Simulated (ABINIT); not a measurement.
# LiCdH3 (Pm-3m): zone-centre phonons, part 4 of 4

Aim: the zone-centre modes of LiCdH3 (Pm-3m).

ABINIT 10.8.3; DFT PBEsol, scalar-relativistic, plane waves, PseudoDojo norm-conserving pseudopotentials.

So far. Step 7 (Linear response at Γ): The acoustic modes at Γ come out as far as 3.9 cm⁻¹ from zero, where they should vanish, a small numerical error. The lowest optical mode is imaginary, 299i cm⁻¹, an instability at this level and on this k mesh. Step 8 (Modes with the sum rule): The rule moves no optical mode by more than 0.1 cm⁻¹. The relaxed cell has a = 3.872 Å (conventional setting).

The structure was built from a prototype and need not be the compound's stable phase.

### Step 9. Sum rules set otherwise (asr 0)

Without the rule the raw error of the acoustic modes shows.

anaddb.abi

```
ddb_filepath "gamma_DDB"
output_file "anaddb.abo"
outdata_prefix "anaddb"
asr 0
chneut 0
enunit 2
eivec 1
nph1l 1
qph1l 0.0 0.0 0.0 1.0
```

mrgddb.in

```
gamma_DDB
merged
2
dfpt_gammao_DDB
gso_DDB
```

On the command line:

```bash
$ mrgddb < mrgddb.in > mrgddb.log
$ OMP_NUM_THREADS=1 anaddb anaddb.abi > anaddb.log
```

anaddb.abo, the main output file:

```text
-outvars_anaddb: echo values of input variables ----------------------

 Miscellaneous information :
      enunit         2
       eivec         1
      chneut         0
 First list of wavevector (reduced coord.) :
       nph1l         1
       qph1l
                     0.00000000E+00  0.00000000E+00  0.00000000E+00    1.000E+00

================================================================================

 read the DDB information and perform some checks

  ==== Info on the Cryst% object ====
 Real(R)+Recip(G) space primitive vectors, cartesian coordinates (Bohr,Bohr^-1):
 R(1)=  7.3172874  0.0000000  0.0000000  G(1)=  0.1366627  0.0000000  0.0000000
 R(2)=  0.0000000  7.3172874  0.0000000  G(2)=  0.0000000  0.1366627  0.0000000
 R(3)=  0.0000000  0.0000000  7.3172874  G(3)=  0.0000000  0.0000000  0.1366627
 Unit cell volume ucvol=  3.9178729E+02 bohr^3
 Angles (23,13,12)=  9.00000000E+01  9.00000000E+01  9.00000000E+01 degrees
 Time-reversal symmetry is present
 Reduced atomic positions [iatom, xred, symbol]:
    1)    0.0000000  0.0000000  0.0000000  Li
    2)    0.5000000  0.5000000  0.5000000  Cd
    3)    0.5000000  0.5000000  0.0000000   H
    4)    0.5000000  0.0000000  0.5000000   H
    5)    0.0000000  0.5000000  0.5000000   H

 DDB file with 3 blocks has been read.

================================================================================

 Treat the first list of vectors

  Phonon wavevector (reduced coordinates) :  0.00000  0.00000  0.00000
 Phonon energies in Hartree :
  -1.364420E-03 -1.364420E-03 -1.364420E-03  1.772182E-05  1.772182E-05
   1.772182E-05  1.000442E-03  1.000442E-03  1.000442E-03  1.165416E-03
   1.165416E-03  1.165416E-03  6.127421E-03  6.127421E-03  6.127421E-03
 Phonon energies in meV     :
- -3.712776E+01 -3.712776E+01 -3.712776E+01  4.822353E-01  4.822353E-01
-  4.822353E-01  2.722341E+01  2.722341E+01  2.722341E+01  3.171259E+01
-  3.171259E+01  3.171259E+01  1.667356E+02  1.667356E+02  1.667356E+02
 Phonon frequencies in cm-1    :
- -2.994556E+02 -2.994556E+02 -2.994556E+02  3.889490E+00  3.889490E+00
-  3.889490E+00  2.195716E+02  2.195716E+02  2.195716E+02  2.557793E+02
-  2.557793E+02  2.557793E+02  1.344813E+03  1.344813E+03  1.344813E+03
 Phonon frequencies in Thz     :
- -8.977452E+00 -8.977452E+00 -8.977452E+00  1.166040E-01  1.166040E-01
-  1.166040E-01  6.582592E+00  6.582592E+00  6.582592E+00  7.668069E+00
-  7.668069E+00  7.668069E+00  4.031649E+01  4.031649E+01  4.031649E+01
 Phonon energies in Kelvin  :
- -4.308497E+02 -4.308497E+02 -4.308497E+02  5.596108E+00  5.596108E+00
-  5.596109E+00  3.159146E+02  3.159146E+02  3.159146E+02  3.680093E+02
-  3.680093E+02  3.680093E+02  1.934886E+03  1.934886E+03  1.934886E+03

 Eigendisplacements
 (will be given, for each mode : in cartesian coordinates
   for each atom the real part of the displacement vector,
   then the imaginary part of the displacement vector - absolute values smaller than 1.0d-7 are set to zero)
  Mode number    1   Energy   -1.364420E-03
 Attention : low frequency mode.
   (Could be unstable or acoustic mode)
-  1  0.00000000E+00  2.55768091E-06 -6.31352326E-03
-     0.00000000E+00  0.00000000E+00  0.00000000E+00
-  2  0.00000000E+00  0.00000000E+00  1.50471915E-04
-     0.00000000E+00  0.00000000E+00  0.00000000E+00
-  3  0.00000000E+00 -4.50746356E-06  4.43210270E-03
-     0.00000000E+00  0.00000000E+00  0.00000000E+00
-  4  0.00000000E+00 -1.79549579E-06  1.11264763E-02
-     0.00000000E+00  0.00000000E+00  0.00000000E+00
-  5  0.00000000E+00 -4.50746356E-06  1.11264763E-02
-     0.00000000E+00  0.00000000E+00  0.00000000E+00
  Mode number    2   Energy   -1.364420E-03
 Attention : low frequency mode.
   (Could be unstable or acoustic mode)
-  1  1.27839682E-07  6.31352326E-03  2.55768094E-06
-     0.00000000E+00  0.00000000E+00  0.00000000E+00
-  2  0.00000000E+00 -1.50471915E-04  0.00000000E+00
-     0.00000000E+00  0.00000000E+00  0.00000000E+00
-  3 -2.25294994E-07 -1.11264763E-02 -1.79549582E-06
-     0.00000000E+00  0.00000000E+00  0.00000000E+00
-  4 -2.25294994E-07 -4.43210270E-03 -4.50746362E-06
-     0.00000000E+00  0.00000000E+00  0.00000000E+00
-  5  0.00000000E+00 -1.11264763E-02 -4.50746362E-06
-     0.00000000E+00  0.00000000E+00  0.00000000E+00
  Mode number    3   Energy   -1.364420E-03
 Attention : low frequency mode.
   (Could be unstable or acoustic mode)
-  1  6.31352378E-03 -1.27840357E-07  0.00000000E+00
-     0.00000000E+00  0.00000000E+00  0.00000000E+00
-  2 -1.50471928E-04  0.00000000E+00  0.00000000E+00
-     0.00000000E+00  0.00000000E+00  0.00000000E+00
-  3 -1.11264772E-02  2.25296185E-07  0.00000000E+00
-     0.00000000E+00  0.00000000E+00  0.00000000E+00
-  4 -1.11264772E-02  0.00000000E+00  0.00000000E+00
-     0.00000000E+00  0.00000000E+00  0.00000000E+00
-  5 -4.43210306E-03  2.25296185E-07  0.00000000E+00
-     0.00000000E+00  0.00000000E+00  0.00000000E+00
  Mode number    4   Energy    1.772182E-05
-  1  0.00000000E+00  0.00000000E+00  2.11867227E-03
-     0.00000000E+00  0.00000000E+00  0.00000000E+00
-  2  0.00000000E+00  0.00000000E+00  2.11708520E-03
-     0.00000000E+00  0.00000000E+00  0.00000000E+00
-  3  0.00000000E+00  0.00000000E+00  2.11854610E-03
-     0.00000000E+00  0.00000000E+00  0.00000000E+00
-  4  0.00000000E+00  0.00000000E+00  2.12088907E-03
-     0.00000000E+00  0.00000000E+00  0.00000000E+00
-  5  0.00000000E+00  0.00000000E+00  2.12088907E-03
-     0.00000000E+00  0.00000000E+00  0.00000000E+00
  Mode number    5   Energy    1.772182E-05
-  1  9.35459901E-07  2.11867207E-03  0.00000000E+00
-     0.00000000E+00  0.00000000E+00  0.00000000E+00
-  2  9.34759160E-07  2.11708500E-03  0.00000000E+00
-     0.00000000E+00  0.00000000E+00  0.00000000E+00
-  3  9.36438687E-07  2.12088886E-03  0.00000000E+00
-     0.00000000E+00  0.00000000E+00  0.00000000E+00
-  4  9.36438687E-07  2.11854589E-03  0.00000000E+00
-     0.00000000E+00  0.00000000E+00  0.00000000E+00
-  5  9.35404192E-07  2.12088886E-03  0.00000000E+00
-     0.00000000E+00  0.00000000E+00  0.00000000E+00
  Mode number    6   Energy    1.772182E-05
-  1  2.11867207E-03 -9.35460138E-07  0.00000000E+00
-     0.00000000E+00  0.00000000E+00  0.00000000E+00
-  2  2.11708500E-03 -9.34759397E-07  0.00000000E+00
-     0.00000000E+00  0.00000000E+00  0.00000000E+00
-  3  2.12088887E-03 -9.36438924E-07  0.00000000E+00
-     0.00000000E+00  0.00000000E+00  0.00000000E+00
-  4  2.12088887E-03 -9.35404429E-07  0.00000000E+00
-     0.00000000E+00  0.00000000E+00  0.00000000E+00
-  5  2.11854589E-03 -9.36438924E-07  0.00000000E+00
-     0.00000000E+00  0.00000000E+00  0.00000000E+00
  Mode number    7   Energy    1.000442E-03
-  1  1.18056062E-07 -8.67744552E-07  5.88941899E-03
-     0.00000000E+00  0.00000000E+00  0.00000000E+00
-  2  0.00000000E+00  0.00000000E+00 -6.00500448E-04
-     0.00000000E+00  0.00000000E+00  0.00000000E+00
-  3  2.23655024E-07 -1.64392598E-06  4.02660016E-03
-     0.00000000E+00  0.00000000E+00  0.00000000E+00
-  4  2.23655024E-07 -5.93277598E-07  1.11573952E-02
-     0.00000000E+00  0.00000000E+00  0.00000000E+00
-  5  0.00000000E+00 -1.64392598E-06  1.11573952E-02
-     0.00000000E+00  0.00000000E+00  0.00000000E+00
  Mode number    8   Energy    1.000442E-03
-  1  4.21016757E-07 -5.88941897E-03 -8.67752990E-07
-     0.00000000E+00  0.00000000E+00  0.00000000E+00
-  2  0.00000000E+00  6.00500447E-04  0.00000000E+00
-     0.00000000E+00  0.00000000E+00  0.00000000E+00
-  3  7.97608448E-07 -1.11573952E-02 -5.93283367E-07
-     0.00000000E+00  0.00000000E+00  0.00000000E+00
-  4  7.97608448E-07 -4.02660015E-03 -1.64394197E-06
-     0.00000000E+00  0.00000000E+00  0.00000000E+00
-  5  2.87849471E-07 -1.11573952E-02 -1.64394197E-06
-     0.00000000E+00  0.00000000E+00  0.00000000E+00
  Mode number    9   Energy    1.000442E-03
-  1  5.88941903E-03  4.21034147E-07 -1.17994028E-07
-     0.00000000E+00  0.00000000E+00  0.00000000E+00
-  2 -6.00500453E-04  0.00000000E+00  0.00000000E+00
-     0.00000000E+00  0.00000000E+00  0.00000000E+00
-  3  1.11573953E-02  7.97641393E-07  0.00000000E+00
-     0.00000000E+00  0.00000000E+00  0.00000000E+00
-  4  1.11573953E-02  2.87861360E-07 -2.23537502E-07
-     0.00000000E+00  0.00000000E+00  0.00000000E+00
-  5  4.02660019E-03  7.97641393E-07 -2.23537502E-07
-     0.00000000E+00  0.00000000E+00  0.00000000E+00
  Mode number   10   Energy    1.165416E-03
-  1  0.00000000E+00  0.00000000E+00  0.00000000E+00
-     0.00000000E+00  0.00000000E+00  0.00000000E+00
-  2  0.00000000E+00  0.00000000E+00  0.00000000E+00
-     0.00000000E+00  0.00000000E+00  0.00000000E+00
-  3  0.00000000E+00  1.85137678E-07  0.00000000E+00
-     0.00000000E+00  0.00000000E+00  0.00000000E+00
-  4  0.00000000E+00  0.00000000E+00 -1.64963405E-02
-     0.00000000E+00  0.00000000E+00  0.00000000E+00
-  5  0.00000000E+00 -1.85137678E-07  1.64963405E-02
-     0.00000000E+00  0.00000000E+00  0.00000000E+00
  Mode number   11   Energy    1.165416E-03
-  1  0.00000000E+00  0.00000000E+00  0.00000000E+00
-     0.00000000E+00  0.00000000E+00  0.00000000E+00
-  2  0.00000000E+00  0.00000000E+00  0.00000000E+00
-     0.00000000E+00  0.00000000E+00  0.00000000E+00
-  3  3.49103228E-07 -1.64963404E-02  0.00000000E+00
-     0.00000000E+00  0.00000000E+00  0.00000000E+00
-  4 -3.49103228E-07  0.00000000E+00 -1.85137593E-07
-     0.00000000E+00  0.00000000E+00  0.00000000E+00
-  5  0.00000000E+00  1.64963404E-02  1.85137593E-07
-     0.00000000E+00  0.00000000E+00  0.00000000E+00
  Mode number   12   Energy    1.165416E-03
-  1  0.00000000E+00  0.00000000E+00  0.00000000E+00
-     0.00000000E+00  0.00000000E+00  0.00000000E+00
-  2  0.00000000E+00  0.00000000E+00  0.00000000E+00
-     0.00000000E+00  0.00000000E+00  0.00000000E+00
-  3  1.64963404E-02  3.49103183E-07  0.00000000E+00
-     0.00000000E+00  0.00000000E+00  0.00000000E+00
-  4 -1.64963404E-02  0.00000000E+00  0.00000000E+00
-     0.00000000E+00  0.00000000E+00  0.00000000E+00
-  5  0.00000000E+00 -3.49103183E-07  0.00000000E+00
-     0.00000000E+00  0.00000000E+00  0.00000000E+00
  Mode number   13   Energy    6.127421E-03
-  1  0.00000000E+00  0.00000000E+00  9.82950038E-06
-     0.00000000E+00  0.00000000E+00  0.00000000E+00
-  2  0.00000000E+00  0.00000000E+00  1.21795842E-04
-     0.00000000E+00  0.00000000E+00  0.00000000E+00
-  3  0.00000000E+00  0.00000000E+00 -2.24480113E-02
-     0.00000000E+00  0.00000000E+00  0.00000000E+00
-  4  0.00000000E+00  0.00000000E+00  4.39830789E-03
-     0.00000000E+00  0.00000000E+00  0.00000000E+00
-  5  0.00000000E+00  0.00000000E+00  4.39830789E-03
-     0.00000000E+00  0.00000000E+00  0.00000000E+00
  Mode number   14   Energy    6.127421E-03
-  1  0.00000000E+00 -9.82950037E-06  0.00000000E+00
-     0.00000000E+00  0.00000000E+00  0.00000000E+00
-  2  0.00000000E+00 -1.21795842E-04  0.00000000E+00
-     0.00000000E+00  0.00000000E+00  0.00000000E+00
-  3  1.42308227E-07 -4.39830788E-03  0.00000000E+00
-     0.00000000E+00  0.00000000E+00  0.00000000E+00
-  4  1.42308227E-07  2.24480113E-02  0.00000000E+00
-     0.00000000E+00  0.00000000E+00  0.00000000E+00
-  5 -7.26310384E-07 -4.39830788E-03  0.00000000E+00
-     0.00000000E+00  0.00000000E+00  0.00000000E+00
  Mode number   15   Energy    6.127421E-03
-  1  9.82950037E-06  0.00000000E+00  0.00000000E+00
-     0.00000000E+00  0.00000000E+00  0.00000000E+00
-  2  1.21795842E-04  0.00000000E+00  0.00000000E+00
-     0.00000000E+00  0.00000000E+00  0.00000000E+00
-  3  4.39830788E-03  1.42308227E-07  0.00000000E+00
-     0.00000000E+00  0.00000000E+00  0.00000000E+00
-  4  4.39830788E-03 -7.26310384E-07  0.00000000E+00
-     0.00000000E+00  0.00000000E+00  0.00000000E+00
-  5 -2.24480113E-02  1.42308227E-07  0.00000000E+00
-     0.00000000E+00  0.00000000E+00  0.00000000E+00

 Analysis of degeneracies and characters (maximum tolerance=1.00E-06 a.u.)
 For each vibration mode, or group of modes if degenerate,
 the characters are given for each symmetry operation (see the list in the log file).
 Symmetry characters of vibration mode #   1
       degenerate with vibration modes #   2 to    3
  3.0 -3.0 -1.0  1.0 -1.0  1.0 -1.0  1.0  1.0 -1.0 -1.0  1.0  1.0 -1.0 -1.0  1.0
  0.0 -0.0  0.0 -0.0 -0.0  0.0  0.0 -0.0  1.0 -1.0 -1.0  1.0 -1.0  1.0  1.0 -1.0
  0.0 -0.0 -0.0  0.0  0.0 -0.0  0.0 -0.0  1.0 -1.0  1.0 -1.0 -1.0  1.0 -1.0  1.0
 Symmetry characters of vibration mode #   4
       degenerate with vibration modes #   5 to    6
  3.0 -3.0 -1.0  1.0 -1.0  1.0 -1.0  1.0  1.0 -1.0 -1.0  1.0  1.0 -1.0 -1.0  1.0
  0.0 -0.0  0.0 -0.0 -0.0  0.0 -0.0  0.0  1.0 -1.0 -1.0  1.0 -1.0  1.0  1.0 -1.0
  0.0 -0.0 -0.0  0.0 -0.0  0.0  0.0 -0.0  1.0 -1.0  1.0 -1.0 -1.0  1.0 -1.0  1.0
 Symmetry characters of vibration mode #   7
       degenerate with vibration modes #   8 to    9
  3.0 -3.0 -1.0  1.0 -1.0  1.0 -1.0  1.0  1.0 -1.0 -1.0  1.0  1.0 -1.0 -1.0  1.0
 -0.0  0.0 -0.0  0.0  0.0 -0.0  0.0 -0.0  1.0 -1.0 -1.0  1.0 -1.0  1.0  1.0 -1.0
 -0.0  0.0  0.0 -0.0  0.0 -0.0 -0.0  0.0  1.0 -1.0  1.0 -1.0 -1.0  1.0 -1.0  1.0
 Symmetry characters of vibration mode #  10
       degenerate with vibration modes #  11 to   12
  3.0 -3.0 -1.0  1.0 -1.0  1.0 -1.0  1.0 -1.0  1.0  1.0 -1.0 -1.0  1.0  1.0 -1.0
 -0.0  0.0 -0.0  0.0  0.0 -0.0  0.0 -0.0 -1.0  1.0  1.0 -1.0  1.0 -1.0 -1.0  1.0
 -0.0  0.0  0.0 -0.0  0.0 -0.0 -0.0  0.0 -1.0  1.0 -1.0  1.0  1.0 -1.0  1.0 -1.0
 Symmetry characters of vibration mode #  13
       degenerate with vibration modes #  14 to   15
  3.0 -3.0 -1.0  1.0 -1.0  1.0 -1.0  1.0  1.0 -1.0 -1.0  1.0  1.0 -1.0 -1.0  1.0
  0.0 -0.0  0.0 -0.0 -0.0  0.0 -0.0  0.0  1.0 -1.0 -1.0  1.0 -1.0  1.0  1.0 -1.0
  0.0 -0.0 -0.0  0.0 -0.0  0.0  0.0 -0.0  1.0 -1.0  1.0 -1.0 -1.0  1.0 -1.0  1.0
-
```

Elapsed: 0.52 s, on 1 thread of Arm Neoverse V2, shared host.

Numbers from this step:

```
lowest optical zone-centre mode : -299.5 cm⁻¹
```

Zone-centre frequencies as printed; negative means imaginary. Modes:

| mode | frequency (cm⁻¹) |
| --- | --- |
| 1 | -299.5 |
| 2 | -299.5 |
| 3 | -299.5 |
| 4 | 3.89 |
| 5 | 3.89 |
| 6 | 3.89 |
| 7 | 219.6 |
| 8 | 219.6 |
| 9 | 219.6 |
| 10 | 255.8 |
| 11 | 255.8 |
| 12 | 255.8 |
| 13 | 1345 |
| 14 | 1345 |
| 15 | 1345 |

### Step 10. Outcome

| Quantity | Value |
| --- | --- |
| space group after relaxation | Pm-3m |
| volume per atom | 11.6 Å³ |
| highest optical zone-centre mode (no LO-TO term) | 1345 cm⁻¹ |
| lowest optical zone-centre mode | -299.4 cm⁻¹ |
| imaginary optical modes at the zone centre (no q mesh in this session) | yes |

At the PBEsol level the optical modes of LiCdH3 (Pm-3m) at the zone centre run from 299i to 1345 cm⁻¹, so the structure is a saddle point, with 3 modes beyond 10i cm⁻¹ there. These are harmonic frequencies at zero temperature: anharmonic shifts and linewidths and thermal expansion are left out. In a metal the frequencies hang on the k mesh and the smearing, most of all near Kohn anomalies. The structure is a hypothetical one, built on a prototype.

[Host names and launcher messages were left out of these logs when they were recorded.]

[Logs are printed without paths, hosts, clocks, repeated set-up lines and the standing remarks that a program may print on its own settings, such as how far it seeks lower states.]

[Hosts, paths, dates, database ids (printed as entryN), source tags and the programs' standing remarks are cut or masked in the printed files.]
